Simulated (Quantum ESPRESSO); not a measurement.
# TaN (Fm-3m): pw.x, ph.x and EPW

The plan: phonons and Wannier functions of TaN (Fm-3m), and, if the interpolated phonons are stable, its coupling and resistivity.

Calculated with Quantum ESPRESSO 7.5; DFT PBE, scalar-relativistic, plane waves, PseudoDojo 0.4.1 norm-conserving pseudopotentials.

This is a report of a sequence of runs, with the program logs left out and the cost of each run kept.

**1. The system as given**

The structure is cubic, space group Fm-3m (No. 225). The conventional cell has a = 4.358 Å, b = 4.358 Å, c = 4.358 Å, α = 90.00°, β = 90.00°, γ = 90.00°. Nearest to Ta lie 6 N at 2.18 Å. Nearest to N lie 6 Ta at 2.18 Å. Farther neighbours, and contacts between anions beyond the nearest, are not listed.

**2. Relaxation**

The cell is relaxed under the functional used for all that follows.

relax.in reads:

```
 &control
    calculation='vc-relax',
    prefix='x',
    outdir='./tmp',
    pseudo_dir='./pseudo',
    tprnfor=.true.,
    tstress=.true.,
    etot_conv_thr=1.0d-05,
    forc_conv_thr=4.0d-04,
 /
 &system
    ibrav=0,
    nat=2,
    ntyp=2,
    ecutwfc=84.0,
    occupations='smearing',
    smearing='mv',
    degauss=0.02,
 /
 &electrons
    conv_thr=1.0d-11,
 /
 &ions
 /
 &cell
    press_conv_thr=0.4,
 /
ATOMIC_SPECIES
 Ta    180.9479  Ta.upf
 N      14.0070  N.upf
CELL_PARAMETERS angstrom
     0.000000000    2.179000000    2.179000000
     2.179000000    0.000000000    2.179000000
     2.179000000    2.179000000    0.000000000
ATOMIC_POSITIONS crystal
 Ta     0.500000000   0.500000000   0.500000000
 N      0.000000000   0.000000000   0.000000000
K_POINTS automatic
 9 9 9 0 0 0
```

Started as:

```sh
> OMP_NUM_THREADS=1 mpirun -n 8 pw.x -nk 8 -in relax.in > relax.out
```

Run time: 30 s. Hardware: 8 MPI ranks of Arm Neoverse N1, shared host; 4 min of CPU time.

This step gave:

```
free energy     : -2055.5483 eV
pressure        : 0.04900 GPa
volume per atom : 10.76 Å³/atom
n steps         : 5
```

The volume ends at 10.76 Å³ an atom, +4.0 % from the start.

**3. Ground state**

Linear response needs a tightly converged ground state.

scf.in reads:

```
 &control
    calculation='scf',
    prefix='x',
    outdir='./tmp',
    pseudo_dir='./pseudo',
    tprnfor=.true.,
    tstress=.true.,
 /
 &system
    ibrav=0,
    nat=2,
    ntyp=2,
    ecutwfc=84.0,
    occupations='smearing',
    smearing='mv',
    degauss=0.02,
 /
 &electrons
    conv_thr=1.0d-12,
 /
ATOMIC_SPECIES
 Ta    180.9479  Ta.upf
 N      14.0070  N.upf
CELL_PARAMETERS angstrom
     0.000000000    2.207528400    2.207528400
     2.207528400    0.000000000    2.207528400
     2.207528400    2.207528400    0.000000000
ATOMIC_POSITIONS crystal
 Ta     0.500000000   0.500000000   0.500000000
 N      0.000000000   0.000000000   0.000000000
K_POINTS automatic
 9 9 9 0 0 0
```

Started as:

```sh
> OMP_NUM_THREADS=1 mpirun -n 8 pw.x -nk 8 -in scf.in > scf.out
```

Wall time 8.7 s (8 MPI ranks); 69 s of CPU time.

Read from the output:

- Fermi energy: 21.17 eV

The Fermi level lies at 21.17 eV and the pressure is 0.049 GPa.

**4. Phonons on the coarse mesh**

ph.x gives the dynamical matrices and the changes of the potential on a coarse q mesh, which EPW interpolates.

ph.in reads:

```
phonons
 &inputph
    prefix='x',
    outdir='./tmp',
    tr2_ph=1.0d-14,
    fildyn='x.dyn',
    fildvscf='dvscf',
    ldisp=.true.,
    nq1=3,
    nq2=3,
    nq3=3,
    alpha_mix(1)=0.5,
    amass(1)=180.9479,
    amass(2)=14.007,
 /
```

Started as:

```sh
> OMP_NUM_THREADS=1 mpirun -n 8 ph.x -nk 8 -in ph.in > ph.out
```

The job ended after 15 min (8 MPI ranks).

Numbers from this step:

- lowest frequency off the zone centre: -156.5 cm⁻¹
- largest magnitude of the acoustic modes at the zone centre, before the sum rule: 3.584 cm⁻¹

Frequencies at the irreducible wavevectors:

```
q1      q2       q3  star  mode 1 (cm⁻¹)  mode 2 (cm⁻¹)  mode 3 (cm⁻¹)  mode 4 (cm⁻¹)  mode 5 (cm⁻¹)  mode 6 (cm⁻¹)
 0       0        0     1           -3.6           -3.6           -3.6          407.7          407.7          407.7
 0       0   0.3333     8           93.9           93.9          116.2          515.4          531.3          531.3
 0  0.3333   0.3333     6           45.1           45.1           78.9          438.5          438.5          551.5
 0  0.3333  -0.3333    12         -156.5           65.4          100.9          405.3          533.4          544.3
```

A mode is imaginary, 156i cm⁻¹, so the chain stops here. The acoustic modes at the centre lie within 3.6 cm⁻¹ of zero before the sum rule is imposed.

**5. Results**

| Item | Value |
| --- | --- |
| lowest solved frequency off the zone centre | -156 cm⁻¹ |

ph.x finds an imaginary mode at a wavevector of the 3×3×3 mesh, so TaN (Fm-3m) is unstable at this level, on this k mesh and smearing, and no coupling or resistivity was computed.

[Long decimals in the printed logs are rounded to 6 places.]

[The logs of pw.x and epw.x are selected lines.]

[Logs are printed without paths, hosts, clocks, repeated set-up lines and the standing remarks that a program may print on its own settings, such as how far it seeks lower states.]

[Hosts, paths, dates, database ids (printed as entryN), source tags and the programs' standing remarks are cut or masked in the printed files.]

[Where an α²F curve comes without its own λ, its integral differs from the program's λ by over 10 % or holds noise near zero frequency.]
